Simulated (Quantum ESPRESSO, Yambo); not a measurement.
An input for Quantum ESPRESSO 7.5 (PtS2 (1T monolayer)):

```
&control
  calculation = 'nscf'
  prefix = 'x'
  outdir = 'o'
  pseudo_dir = 'pseudo'
/
&system
  ibrav = 0
  nat = 3
  ntyp = 2
  ecutwfc = 76.0
  nbnd = 53
  force_symmorphic = .true.
/
&electrons
  conv_thr = 1e-9
  electron_maxstep = 80
  diago_full_acc = .true.
  diago_thr_init = 5e-6
/
ATOMIC_SPECIES
  Pt 195.08 Pt.upf
  S 32.06 S.upf
CELL_PARAMETERS angstrom
  3.5735303220 0.0000000000 0.0000000000
  -1.7867651610 3.0947680400 0.0000000000
  0.0000000000 0.0000000000 15.0000000000
ATOMIC_POSITIONS crystal
  Pt 0.0000000000 0.0000000000 0.5000000000
  S 0.3333333333 0.6666666667 0.5818569338
  S 0.6666666667 0.3333333333 0.4181430662
K_POINTS automatic
  15 15 1 0 0 0
```

```sh
OMP_NUM_THREADS=1 mpirun -n 4 pw.x -nk 4 -in pw.in > pw.out
```

Estimate wall time and host memory on 4 MPI ranks of Arm Neoverse V1, shared host.

It took 46 s; on shared hardware allow 23 s to 92 s. Peak host memory was 0.58 GiB.

[Paths, hosts, dates, memory and timing lines, banners, echoed tables and standing remarks are left out of the program output.]

[Logs are printed without paths, hosts, clocks, repeated set-up lines and the standing remarks that a program may print on its own settings, such as how far it seeks lower states.]

[Runs of the session that timed out or met a known fault of the program may be left out.]

[Hosts, paths, dates, database ids (printed as entryN), source tags and the programs' standing remarks are cut or masked in the printed files.]
